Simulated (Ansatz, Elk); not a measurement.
# HAuS2: X-ray structure factors from the self-consistent density, part 2 of 2

The structure of HAuS2 used here is made up (a known structure type with other elements) and was relaxed beforehand with PBE. The aim is the Fourier transform of its all-electron density, F(hkl), set beside the sum over free spherical atoms that refinements use.

Elk 11.2.3 (patched build); all-electron DFT.

So far: Set-up; Ground state and structure factors; The highest occupied states alone.

The structure was built from a prototype and need not be the compound's stable phase.

### Step 4. Another functional

Level of this step: DFT, LDA (Perdew-Wang), all-electron APW+lo, Dirac cores, scalar-relativistic bands, static density, no spin (Elk).

The difference from free atoms is small, so it is set against the change that LDA (Perdew-Wang) makes.

File elk.in:

```
tasks
  0
  195

xctype
  3

spinpol
  .false.

rgkmax
  7.0

gmaxvr
  14.0

lmaxo
  7

lmaxapw
  8

swidth
  0.002

tshift
  .false.

ramdisk
  .false.

hmaxvr
  5.5

maxscl
  120

epspot
  1e-06

sppath
  './'

avec
  8.92703672998 -3.34950752884 0.97127368774
  8.92703672998 3.34950752884 0.97127368774
  0.00538263290 0.00000000000 9.82437153699

atoms
  3
  'Au.in'
  1
  0.5000000000 0.5000000000 0.0000000000   0.000000 0.000000 0.000000
  'S.in'
  2
  0.8978712373 0.8978712373 0.2601291704   0.000000 0.000000 0.000000
  0.1021287627 0.1021287627 0.7398708296   0.000000 0.000000 0.000000
  'H.in'
  1
  0.0000000000 0.0000000000 0.5000000000   0.000000 0.000000 0.000000

ngridk
  7 7 5
```

On the command line:

```console
OMP_NUM_THREADS=4 elk
```

Numbers of over 12 decimals in the logs are rounded to 6 here.

The log of the run:

```text
┌─────────────────────────┐
│ Elk code version 11.2.3 │
└─────────────────────────┘

All units are atomic (Hartree, Bohr, etc.)

┌─────────────────────────────────────────────────┐
│ Ground-state run starting from atomic densities │
└─────────────────────────────────────────────────┘

Lattice vectors :
   8.927036730      -3.349507529      0.9712736877
   8.927036730       3.349507529      0.9712736877
  0.5382632900E-02   0.000000000       9.824371537

Reciprocal lattice vectors :
  0.3519398466     -0.9379267330     -0.1928228172E-03
[...]
atom 2                    :    13.16055587     (  0.1012806657E-02)
  species : 3 (H)
   atom 1                    :   0.6445975743     (   0.000000000    )
 total in muffin-tins        :    104.4323084
 total calculated charge     :    111.9984780
 total charge                :    112.0000000
 error                       :   0.1521977980E-02

┌──────────────────────────────┐
│ Self-consistent loop stopped │
└──────────────────────────────┘

Warning : core states of species 1 leak from the muffin-tin :   0.5319845632E-03

Warning : core states of species 2 leak from the muffin-tin :   0.1012806657E-02

Wrote STATE.OUT
[key lines of the parts left out:]
total energy                :     -19833.979426892
```

Run time: 34 s. Hardware: 4 threads of Intel Xeon Platinum 8559C (Emerald Rapids), shared host; peak memory 0.18 GiB.

Against the first run R = 0.02 %; the largest change is -0.051 at 111.

### Step 5. Basis size

A smaller basis shows how fast F responds to it; the change is likely larger than the basis error of the first run, but doesn't show convergence.

elk.in: that of step 4 with these lines changed.

```diff
@@ -5,3 +5,3 @@
 xctype
-  3
+  20
 
@@ -11,3 +11,3 @@
 rgkmax
-  7.0
+  5.5
```

On the command line:

```console
OMP_NUM_THREADS=4 elk
```

The log of the run:

```text
┌─────────────────────────┐
│ Elk code version 11.2.3 │
└─────────────────────────┘

All units are atomic (Hartree, Bohr, etc.)

┌─────────────────────────────────────────────────┐
│ Ground-state run starting from atomic densities │
└─────────────────────────────────────────────────┘

Lattice vectors :
   8.927036730      -3.349507529      0.9712736877
   8.927036730       3.349507529      0.9712736877
  0.5382632900E-02   0.000000000       9.824371537

Reciprocal lattice vectors :
  0.3519398466     -0.9379267330     -0.1928228172E-03
[...]
atom 2                    :    13.15020649     (  0.1000523634E-02)
  species : 3 (H)
   atom 1                    :   0.6560652298     (   0.000000000    )
 total in muffin-tins        :    104.4000549
 total calculated charge     :    111.9986188
 total charge                :    112.0000000
 error                       :   0.1381175838E-02

┌──────────────────────────────┐
│ Self-consistent loop stopped │
└──────────────────────────────┘

Warning : core states of species 1 leak from the muffin-tin :   0.5386832180E-03

Warning : core states of species 2 leak from the muffin-tin :   0.1000523634E-02

Wrote STATE.OUT
[key lines of the parts left out:]
total energy                :     -19846.870931170
```

It took 33 s on 4 threads; peak memory 0.18 GiB; 1.7 min of CPU time.

Against the first run R = 0.02 %; the largest change is -0.023 at 4 0 -2.

### Step 6. Basis size

The basis and the expansions that go with it are enlarged, to see whether the differences are converged.

elk.in: that of step 5 with these lines changed.

```diff
@@ -11,12 +11,12 @@
 rgkmax
-  5.5
+  8.5
 
 gmaxvr
-  14.0
+  18.0
 
 lmaxo
-  7
+  9
 
 lmaxapw
-  8
+  10
```

On the command line:

```console
OMP_NUM_THREADS=4 elk
```

The log of the run:

```text
┌─────────────────────────┐
│ Elk code version 11.2.3 │
└─────────────────────────┘

All units are atomic (Hartree, Bohr, etc.)

┌─────────────────────────────────────────────────┐
│ Ground-state run starting from atomic densities │
└─────────────────────────────────────────────────┘

Lattice vectors :
   8.927036730      -3.349507529      0.9712736877
   8.927036730       3.349507529      0.9712736877
  0.5382632900E-02   0.000000000       9.824371537

Reciprocal lattice vectors :
  0.3519398466     -0.9379267330     -0.1928228172E-03
[...]
atom 2                    :    13.16964655     (  0.1003758904E-02)
  species : 3 (H)
   atom 1                    :   0.6612735174     (   0.000000000    )
 total in muffin-tins        :    104.4618388
 total calculated charge     :    111.9973956
 total charge                :    112.0000000
 error                       :   0.2604398828E-02

┌──────────────────────────────┐
│ Self-consistent loop stopped │
└──────────────────────────────┘

Warning : core states of species 1 leak from the muffin-tin :   0.5398775367E-03

Warning : core states of species 2 leak from the muffin-tin :   0.1003758904E-02

Wrote STATE.OUT
[key lines of the parts left out:]
total energy                :     -19846.897481215
```

Run time: 2.9 min. Hardware: 4 threads; peak memory 0.44 GiB.

Against the first run R = 0.00 %; the largest change is -0.003 at 130.

### Step 7. Settings against the effect

| run | R against the first run (%) | R against neutral atoms, low angle (%) | wall time |
| --- | --- | --- | --- |
| PBE, rgkmax 7 | 0.00 | 0.34 | 54 s |
| LDA (Perdew-Wang) | 0.02 | 0.34 | 34 s |
| rgkmax 5.5 | 0.02 | 0.35 | 33 s |
| rgkmax 8.5 with larger expansions | 0.00 | 0.34 | 2.9 min |

### Step 8. What came out

| Quantity | Value |
| --- | --- |
| R against neutral atoms, sin θ/λ < 0.3 Å⁻¹ | 0.34 % |
| R against neutral atoms, 0.3 to 0.55 Å⁻¹ | 0.21 % |

Independent neutral atoms miss the calculated amplitudes by R = 0.34 % below 0.3 Å⁻¹ and 0.21 % from there to 0.55 Å⁻¹; by shells, 0.17 % below 0.15 Å⁻¹ (3 forms), 0.37 % 0.15 to 0.3 (23 forms), 0.26 % 0.3 to 0.45 (56 forms), 0.17 % above 0.45 (67 forms). Bonding, aspherical density and the tables' own atoms all enter these figures, and the runs don't part them. The largest change of an amplitude is -0.46 electrons, at 002. The window's part falls from 24.0 electrons at the origin to at most 0.63 between 0.45 and 0.55 Å⁻¹. Below 0.3 Å⁻¹ the changes that finished (LDA (Perdew-Wang), rgkmax 5.5 and rgkmax 8.5 with larger expansions) move F by R = 0.03 % at most, against the 0.34 % that separates it from free atoms. The k-mesh has no finished test. Spin-orbit coupling is left out, which can matter for elements this heavy. Part of the difference isn't bonding: the tables are fits to free atoms and ions calculated by other methods than this functional. Thermal motion, anomalous dispersion and extinction are left out.

[Logs are printed without paths, hosts, clocks, repeated set-up lines and the standing remarks that a program may print on its own settings, such as how far it seeks lower states.]

[Hosts, paths, dates, database ids (printed as entryN), source tags and the programs' standing remarks are cut or masked in the printed files.]
